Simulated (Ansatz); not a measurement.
# Mg on Mo(100): change of the work function, part 2 of 4

Wanted: Δφ(θ) for Mg/Mo(100), starting from the hollow site.

Ansatz 0.2.0; plane-wave DFT, PBE, Ansatz PAW.

So far, work function, upper face (eV): step 2 (the clean slab) 3.83.

### 3. Adsorbate added, k-mesh 4×4×1, coverage 0.111 ML

System of this step: Mg/Mo(100). The cell holds 37 atoms: 36 Mo and 1 Mg. Its edges and angles: a = 9.450 Å, b = 9.450 Å, c = 24.666 Å, α = 90.0°, β = 90.0°, γ = 90.0°. Vacuum lies along c.

The clean slab as it ended is repeated in the plane and the adsorbate is set on one face; the cell's size fixes the coverage, and the k-mesh shrinks with it to keep the sampling density about even. Adsorbate and upper layers relax, since the dipole depends on the height.

File input.yaml:

```yaml
crystal:
  lattice:
    - [9.45, 0.0, 0.0]
    - [0.0, 9.45, 0.0]
    - [0.0, 0.0, 24.6655322503]
  atoms:
    - { symbol: Mo, position: [0.1666666667, 0.1666666667, 0.3648816457] }
    - { symbol: Mo, position: [0.0, 0.0, 0.4287359337] }
    - { symbol: Mo, position: [0.1666666667, 0.1666666667, 0.495305421] }
    - { symbol: Mo, position: [0.0, 0.0, 0.5513295289] }
    - { symbol: Mo, position: [0.1666666667, 0.5, 0.3648816457] }
    - { symbol: Mo, position: [0.0, 0.3333333333, 0.4287359337] }
    - { symbol: Mo, position: [0.1666666667, 0.5, 0.495305421] }
    - { symbol: Mo, position: [0.0, 0.3333333333, 0.5513295289] }
    - { symbol: Mo, position: [0.1666666667, 0.8333333333, 0.3648816457] }
    - { symbol: Mo, position: [0.0, 0.6666666667, 0.4287359337] }
    - { symbol: Mo, position: [0.1666666667, 0.8333333333, 0.495305421] }
    - { symbol: Mo, position: [0.0, 0.6666666667, 0.5513295289] }
    - { symbol: Mo, position: [0.5, 0.1666666667, 0.3648816457] }
    - { symbol: Mo, position: [0.3333333333, 0.0, 0.4287359337] }
    - { symbol: Mo, position: [0.5, 0.1666666667, 0.495305421] }
    - { symbol: Mo, position: [0.3333333333, 0.0, 0.5513295289] }
    - { symbol: Mo, position: [0.5, 0.5, 0.3648816457] }
    - { symbol: Mo, position: [0.3333333333, 0.3333333333, 0.4287359337] }
    - { symbol: Mo, position: [0.5, 0.5, 0.495305421] }
    - { symbol: Mo, position: [0.3333333333, 0.3333333333, 0.5513295289] }
    - { symbol: Mo, position: [0.5, 0.8333333333, 0.3648816457] }
    - { symbol: Mo, position: [0.3333333333, 0.6666666667, 0.4287359337] }
    - { symbol: Mo, position: [0.5, 0.8333333333, 0.495305421] }
    - { symbol: Mo, position: [0.3333333333, 0.6666666667, 0.5513295289] }
    - { symbol: Mo, position: [0.8333333333, 0.1666666667, 0.3648816457] }
    - { symbol: Mo, position: [0.6666666667, 0.0, 0.4287359337] }
    - { symbol: Mo, position: [0.8333333333, 0.1666666667, 0.495305421] }
    - { symbol: Mo, position: [0.6666666667, 0.0, 0.5513295289] }
    - { symbol: Mo, position: [0.8333333333, 0.5, 0.3648816457] }
    - { symbol: Mo, position: [0.6666666667, 0.3333333333, 0.4287359337] }
    - { symbol: Mo, position: [0.8333333333, 0.5, 0.495305421] }
    - { symbol: Mo, position: [0.6666666667, 0.3333333333, 0.5513295289] }
    - { symbol: Mo, position: [0.8333333333, 0.8333333333, 0.3648816457] }
    - { symbol: Mo, position: [0.6666666667, 0.6666666667, 0.4287359337] }
    - { symbol: Mo, position: [0.8333333333, 0.8333333333, 0.495305421] }
    - { symbol: Mo, position: [0.6666666667, 0.6666666667, 0.5513295289] }
    - { symbol: Mg, position: [0.1666666667, 0.1666666667, 0.6351183543] }
kpoints:
  mp_grid: { grid: [4, 4, 1] }
hamiltonian:
  xc: pbe
scf:
  occupations: { method: fermi_dirac, width: 0.1 }
  convergence: { dr2_threshold: 1.0e-08 }
efield:
  axis: 3
  dipole_correction: true
  ramp_position: 0.97
  ramp_width: 0.06
relax:
  f_tol: 0.02
  max_steps: 60
  constraints:
    - { sites: [0, 1, 4, 5, 8, 9, 12, 13, 16, 17, 20, 21, 24, 25, 28, 29, 32, 33] }
output:
  write_potential: true
  write_density: true
  volumetric_format: npy
```

Run with:

```bash
$ ansatz run input.yaml --threads 4 --pin off --max-ram 16384MiB --backend cpu --events-out ev --progress --plain --runs-dir out
```

Numbers of over 12 decimals in the logs are rounded to 6 here.

What it wrote:

```text
[...]
Crystal: 37 atoms, lattice volume = 2202.694 Å³
Basis set: ecut = 420 eV, 43003 PW (Γ), exchange–correlation on 128×128×360 points (8 copies of the dense FFT grid, shifted against one another)
Bands: 309, of which v1, the nominal top of the filled ones, is band 257 counted from 1 (256 counted from 0)
Symmetry: 8 space group operations
[...]
k-points: 6 of 16
[...]
SCF iter   1: F=—  HF=-180304.437977 eV  |F-HF|=—  |Δ(HF+E_count)|=         —  Δρ=7.21e-3  dr2=3.02e0  ethr=1.77e-3  p=0.227 e·Å  D=1.86e-2 V/Å  ΔV_dip=-0.46 eV  dr2_dipole=4.15e-1  V_vac-E_F(+/−)=3.77/4.23 eV  ⟨swp⟩=9.8  Hψ=8892  notcnv=0
[...]
SCF iter  11: F=-180304.166308 eV  HF=-180304.166308 eV  |F-HF|=1.10e-8  |Δ(HF+E_count)|=   2.04e-8  Δρ=2.24e-7  dr2=2.06e-9  ethr=1.95e-12  p=0.101 e·Å  D=8.32e-3 V/Å  ΔV_dip=-0.21 eV  dr2_dipole=4.38e-11  V_vac-E_F(+/−)=3.66/3.86 eV  ⟨swp⟩=10.3  Hψ=12284  notcnv=0
SCF 1 converged in 11 iterations: F = -180304.166308 eV  dr2 = 2.06e-9
[...]
relax step   1: F+E_penalty+E_count = -180304.16630770 eV  Δ(F+E_penalty+E_count) = +0.000e0 eV  max|allowed force component| = 7.057e-1 eV/Å  Δτ_max = 0.0000 Å  (11 SCF iters, accepted)
[...]
SCF iter  10: F=-180304.268441 eV  HF=-180304.268441 eV  |F-HF|=6.23e-9  |Δ(HF+E_count)|=   1.46e-8  Δρ=2.62e-7  dr2=3.22e-9  ethr=1.95e-12  p=0.065 e·Å  D=5.37e-3 V/Å  ΔV_dip=-0.13 eV  dr2_dipole=1.08e-12  V_vac-E_F(+/−)=3.73/3.86 eV  ⟨swp⟩=10.7  Hψ=12584  notcnv=0
SCF 2 converged in 10 iterations: F = -180304.268441 eV  dr2 = 3.22e-9
relax step   2: F+E_penalty+E_count = -180304.26844119 eV  Δ(F+E_penalty+E_count) = -1.021e-1 eV  max|allowed force component| = 3.321e-1 eV/Å  Δτ_max = 0.1635 Å  (10 SCF iters, accepted)
SCF iter   1: F=—  HF=-180304.291144 eV  |F-HF|=—  |Δ(HF+E_count)|=         —  Δρ=1.21e-3  dr2=1.34e-1  ethr=4.01e-4  p=0.065 e·Å  D=5.37e-3 V/Å  ΔV_dip=-0.13 eV  dr2_dipole=2.02e-2  V_vac-E_F(+/−)=3.74/3.87 eV  ⟨swp⟩=6.0  Hψ=4149  notcnv=0
[...]
SCF iter  10: F=-180304.288544 eV  HF=-180304.288544 eV  |F-HF|=6.00e-9  |Δ(HF+E_count)|=   3.89e-8  Δρ=2.21e-7  dr2=1.99e-9  ethr=1.95e-12  p=0.041 e·Å  D=3.41e-3 V/Å  ΔV_dip=-0.08 eV  dr2_dipole=8.01e-12  V_vac-E_F(+/−)=3.78/3.86 eV  ⟨swp⟩=10.3  Hψ=12344  notcnv=0
SCF 3 converged in 10 iterations: F = -180304.288544 eV  dr2 = 1.99e-9
relax step   3: F+E_penalty+E_count = -180304.28854450 eV  Δ(F+E_penalty+E_count) = -2.010e-2 eV  max|allowed force component| = 2.333e-1 eV/Å  Δτ_max = 0.1704 Å  (10 SCF iters, accepted)
[...]
relax step   4: F+E_penalty+E_count = -180304.29585848 eV  Δ(F+E_penalty+E_count) = -7.314e-3 eV  max|allowed force component| = 2.176e-2 eV/Å  Δτ_max = 0.0679 Å  (9 SCF iters, accepted)
SCF iter   1: F=—  HF=-180304.295435 eV  |F-HF|=—  |Δ(HF+E_count)|=         —  Δρ=2.74e-4  dr2=2.47e-3  ethr=3.77e-6  p=0.051 e·Å  D=4.16e-3 V/Å  ΔV_dip=-0.10 eV  dr2_dipole=1.00e-4  V_vac-E_F(+/−)=3.76/3.86 eV  ⟨swp⟩=2.7  Hψ=3156  notcnv=0
[...]
SCF iter   8: F=-180304.296655 eV  HF=-180304.296655 eV  |F-HF|=2.56e-9  |Δ(HF+E_count)|=   1.76e-8  Δρ=1.52e-7  dr2=8.86e-10  ethr=1.95e-12  p=0.048 e·Å  D=3.92e-3 V/Å  ΔV_dip=-0.10 eV  dr2_dipole=8.81e-12  V_vac-E_F(+/−)=3.77/3.86 eV  ⟨swp⟩=10.0  Hψ=11902  notcnv=0
SCF 5 converged in 8 iterations: F = -180304.296655 eV  dr2 = 8.86e-10
relax step   5: F+E_penalty+E_count = -180304.29665539 eV  Δ(F+E_penalty+E_count) = -7.969e-4 eV  max|allowed force component| = 1.972e-2 eV/Å  Δτ_max = 0.0123 Å  (8 SCF iters, accepted)
NSCF: frozen V_eff on 6 k-points
[...]
SCF converged after 8 iterations
Free energy (F): -180304.296655 eV
[...]
Internal energy: -180302.795807 eV  (E = F + TS)
E sigma→0 (E₀):  -180303.546231 eV
Entropy (-TS):   -1.500848 eV (-40.563 meV/atom)
Fermi energy:    2.651773 eV
Dipole field:    D = 0.003916 V/Å  (p = 0.047670 e·Å, saw-weighted, corrected)
Work function:   Φ+ = 3.7675 eV   Φ− = 3.8641 eV
[...]
--- Forces (eV/Å), atoms counted from 1 ---
  atom   1  Mo    -0.00000000     0.00000000     1.69616063
  atom   2  Mo     0.06202881     0.06202881    -1.60104634
  atom   3  Mo    -0.00000000     0.00000000    -0.00637434
  atom   4  Mo    -0.00803998    -0.00803998     0.00616566
  atom   5  Mo     0.00000000     0.00820357     1.64436797
  atom   6  Mo     0.06202881    -0.06202881    -1.60104634
  atom   7  Mo     0.00000000     0.00736208     0.00347524
  atom   8  Mo    -0.00803998     0.00803998     0.00616566
  atom   9  Mo     0.00000000    -0.00820357     1.64436797
  atom  10  Mo     0.06757012     0.00000000    -1.64022368
  atom  11  Mo     0.00000000    -0.00736208     0.00347524
  atom  12  Mo     0.01971593     0.00000000    -0.00118877
  atom  13  Mo     0.00820357     0.00000000     1.64436797
  atom  14  Mo    -0.06202881     0.06202881    -1.60104634
  atom  15  Mo     0.00736208     0.00000000     0.00347524
  atom  16  Mo     0.00803998    -0.00803998     0.00616566
  atom  17  Mo     0.00015789     0.00015789     1.61367580
  atom  18  Mo    -0.06202881    -0.06202881    -1.60104634
  atom  19  Mo    -0.00844917    -0.00844917     0.00179453
  atom  20  Mo     0.00803998     0.00803998     0.00616566
  atom  21  Mo     0.00015789    -0.00015789     1.61367580
  atom  22  Mo    -0.06757012     0.00000000    -1.64022368
  atom  23  Mo    -0.00844917     0.00844917     0.00179453
  atom  24  Mo    -0.01971593     0.00000000    -0.00118877
  atom  25  Mo    -0.00820357     0.00000000     1.64436797
  atom  26  Mo     0.00000000     0.06757012    -1.64022368
  atom  27  Mo    -0.00736208     0.00000000     0.00347524
  atom  28  Mo     0.00000000     0.01971593    -0.00118877
  atom  29  Mo    -0.00015789     0.00015789     1.61367580
  atom  30  Mo     0.00000000    -0.06757012    -1.64022368
  atom  31  Mo     0.00844917    -0.00844917     0.00179453
  atom  32  Mo     0.00000000    -0.01971593    -0.00118877
  atom  33  Mo    -0.00015789    -0.00015789     1.61367580
  atom  34  Mo    -0.00000000     0.00000000    -1.80467826
  atom  35  Mo     0.00844917     0.00844917     0.00179453
  atom  36  Mo    -0.00000000     0.00000000     0.00668649
  atom  37  Mg    -0.00000000     0.00000000     0.00012282
  max |Σ_I F_I| component: 1.11e-6 eV/Å
--- Band table (eV; the first three rows and the last of 6) ---
  k-point 0: bands = [... 253 lower, 2.5496, 2.5522, 2.5522, 2.5840, 2.6273, 2.7291, 2.7291, 2.8279, ... 48 higher]
  k-point 1: bands = [... 253 lower, 2.4578, 2.4892, 2.5432, 2.6949, 2.7009, 2.7081, 2.7499, 2.7709, ... 48 higher]
  k-point 2: bands = [... 253 lower, 2.5078, 2.5090, 2.5162, 2.6321, 2.6509, 2.7175, 2.7936, 2.8785, ... 48 higher]
  k-point 5: bands = [... 253 lower, 2.4465, 2.4721, 2.5682, 2.6665, 2.6665, 2.6905, 2.7320, 2.7320, ... 48 higher]
--- Relaxed structure (5 steps of the walk, 5 accepted, 0 SCFs on fresh bases) ---
  F+E_penalty+E_count = -180304.29665539 eV   max|allowed force component| = 1.972e-2 eV/Å
  atoms:
    - { symbol: Mo, position: [0.166667, 0.166667, 0.364882] }
    - { symbol: Mo, position: [1.6666659794015232e-11, 1.6666659794015232e-11, 0.428736] }
    - { symbol: Mo, position: [0.166667, 0.166667, 0.495680] }
    - { symbol: Mo, position: [-0.00357897, -0.00357897, 0.551967] }
    - { symbol: Mo, position: [0.166667, 0.500000, 0.364882] }
    - { symbol: Mo, position: [1.6666659794015232e-11, 0.333333, 0.428736] }
    - { symbol: Mo, position: [0.166667, 0.499234, 0.495100] }
    - { symbol: Mo, position: [-0.00357897, 0.336912, 0.551967] }
    - { symbol: Mo, position: [0.166667, 0.833333, 0.364882] }
    - { symbol: Mo, position: [1.6666659794015232e-11, 0.666667, 0.428736] }
    - { symbol: Mo, position: [0.166667, 0.834099, 0.495100] }
    - { symbol: Mo, position: [0.000480609, 0.666667, 0.551141] }
    - { symbol: Mo, position: [0.500000, 0.166667, 0.364882] }
    - { symbol: Mo, position: [0.333333, 1.6666659794015232e-11, 0.428736] }
    - { symbol: Mo, position: [0.499234, 0.166667, 0.495100] }
    - { symbol: Mo, position: [0.336912, -0.00357897, 0.551967] }
    - { symbol: Mo, position: [0.500000, 0.500000, 0.364882] }
    - { symbol: Mo, position: [0.333333, 0.333333, 0.428736] }
    - { symbol: Mo, position: [0.500841, 0.500841, 0.494901] }
    - { symbol: Mo, position: [0.336912, 0.336912, 0.551967] }
    - { symbol: Mo, position: [0.500000, 0.833333, 0.364882] }
    - { symbol: Mo, position: [0.333333, 0.666667, 0.428736] }
    - { symbol: Mo, position: [0.500841, 0.832492, 0.494901] }
    - { symbol: Mo, position: [0.332853, 0.666667, 0.551141] }
    - { symbol: Mo, position: [0.833333, 0.166667, 0.364882] }
    - { symbol: Mo, position: [0.666667, 1.6666659794015232e-11, 0.428736] }
    - { symbol: Mo, position: [0.834099, 0.166667, 0.495100] }
    - { symbol: Mo, position: [0.666667, 0.000480609, 0.551141] }
    - { symbol: Mo, position: [0.833333, 0.500000, 0.364882] }
    - { symbol: Mo, position: [0.666667, 0.333333, 0.428736] }
    - { symbol: Mo, position: [0.832492, 0.500841, 0.494901] }
    - { symbol: Mo, position: [0.666667, 0.332853, 0.551141] }
    - { symbol: Mo, position: [0.833333, 0.833333, 0.364882] }
    - { symbol: Mo, position: [0.666667, 0.666667, 0.428736] }
    - { symbol: Mo, position: [0.832492, 0.832492, 0.494901] }
    - { symbol: Mo, position: [0.666667, 0.666667, 0.550718] }
    - { symbol: Mg, position: [0.166667, 0.166667, 0.623835] }
```

Elapsed: 13 min, on 4 threads of Arm Neoverse V1, shared host; peak memory 11 GiB; 53 min of CPU time.

Step by step:

```
step  energy less that of the first step (eV)  largest force component (eV/Å)
   1                                   0.0000                          0.7057
   2                                  -0.1021                          0.3321
   3                                  -0.1222                          0.2333
   4                                  -0.1295                          0.0218
   5                                  -0.1303                          0.0197
```

The run keeps the 8 symmetry operations that it works with, so distortions that break them were not tested.

The atoms that moved most (Å):

```
atom      dx      dy      dz  length
Mg37   0.000   0.000  -0.278   0.278
 Mo4  -0.034  -0.034   0.016   0.050
Mo16   0.034  -0.034   0.016   0.050
 Mo8  -0.034   0.034   0.016   0.050
Mo20   0.034   0.034   0.016   0.050
Mo36   0.000   0.000  -0.015   0.015
Mo35  -0.008  -0.008  -0.010   0.015
Mo23   0.008  -0.008  -0.010   0.015
```

Final coordinates:

```xyz
37
Lattice="9.4500 0.0000 0.0000 0.0000 9.4500 0.0000 0.0000 0.0000 24.6655" Properties=species:S:1:pos:R:3
Mo    1.5750    1.5750    9.0000
Mo    0.0000    0.0000   10.5750
Mo    1.5750    1.5750   12.2262
Mo   -0.0338   -0.0338   13.6146
Mo    1.5750    4.7250    9.0000
Mo    0.0000    3.1500   10.5750
Mo    1.5750    4.7178   12.2119
Mo   -0.0338    3.1838   13.6146
Mo    1.5750    7.8750    9.0000
Mo    0.0000    6.3000   10.5750
Mo    1.5750    7.8822   12.2119
Mo    0.0045    6.3000   13.5942
Mo    4.7250    1.5750    9.0000
Mo    3.1500    0.0000   10.5750
Mo    4.7178    1.5750   12.2119
Mo    3.1838   -0.0338   13.6146
Mo    4.7250    4.7250    9.0000
Mo    3.1500    3.1500   10.5750
Mo    4.7329    4.7329   12.2070
Mo    3.1838    3.1838   13.6146
Mo    4.7250    7.8750    9.0000
Mo    3.1500    6.3000   10.5750
Mo    4.7329    7.8671   12.2070
Mo    3.1455    6.3000   13.5942
Mo    7.8750    1.5750    9.0000
Mo    6.3000    0.0000   10.5750
Mo    7.8822    1.5750   12.2119
Mo    6.3000    0.0045   13.5942
Mo    7.8750    4.7250    9.0000
Mo    6.3000    3.1500   10.5750
Mo    7.8671    4.7329   12.2070
Mo    6.3000    3.1455   13.5942
Mo    7.8750    7.8750    9.0000
Mo    6.3000    6.3000   10.5750
Mo    7.8671    7.8671   12.2070
Mo    6.3000    6.3000   13.5837
Mg    1.5750    1.5750   15.3872
```

This step gave:

```yaml
energy_at_zero_smearing: -180303.5462 eV
work_function_upper_face: 3.768 eV
work_function_lower_face: 3.864 eV
dipole_along_the_normal: 0.04767 e·Å
step_between_the_vacuum_levels: -0.09659 eV
```

Running mean over 1.575 Å of the planar mean; the ramp of the sawtooth is left out. Table of electron's electrostatic potential energy less the Fermi level by z:

```
z (Å)  electron's electrostatic potential energy less the Fermi level (eV)
  3.5                                                                 3.86
  4.0                                                                 3.86
  4.5                                                                 3.86
  5.0                                                                 3.85
  5.5                                                                 3.84
  6.0                                                                 3.78
  6.5                                                                 3.62
  7.0                                                                 3.15
  7.5                                                                 1.63
  8.0                                                                -2.54
  8.5                                                                -8.13
  9.0                                                                -11.4
  9.5                                                                -12.1
 10.0                                                                -12.3
 10.5                                                                -12.3
 11.0                                                                -12.1
 11.5                                                                -12.1
 12.0                                                                -12.7
 12.5                                                                -14.0
 13.0                                                                -14.4
 13.5                                                                -12.8
 14.0                                                                -9.35
 14.5                                                                -4.04
 15.0                                                                0.299
 15.5                                                                 2.07
 16.0                                                                 2.80
 16.5                                                                 3.35
 17.0                                                                 3.62
 17.5                                                                 3.71
 18.0                                                                 3.75
 18.5                                                                 3.76
 19.0                                                                 3.77
 19.5                                                                 3.77
 20.0                                                                 3.77
 20.5                                                                 3.77
 21.0                                                                 3.77
 21.5                                                                 3.77
```

The relaxation took 5 steps and lowered the energy by 0.13 eV; the largest force on the free atoms ends at 0.020 eV/Å.

The covered face has 3.77 eV, -0.06 eV against the clean one; the bare back face has moved by +0.00 eV, a measure of how thin the slab is.

(Continued in part 3 of 4.)

[Logs are printed without paths, hosts, clocks, repeated set-up lines and the standing remarks that a program may print on its own settings, such as how far it seeks lower states.]

[Hosts, paths, dates, database ids (printed as entryN), source tags and the programs' standing remarks are cut or masked in the printed files.]

[Maps of the electrostatic potential energy from Ansatz leave out the sawtooth potential of an applied field or a dipole correction, so their vacuum need not be flat; planar profiles and work functions include it.]
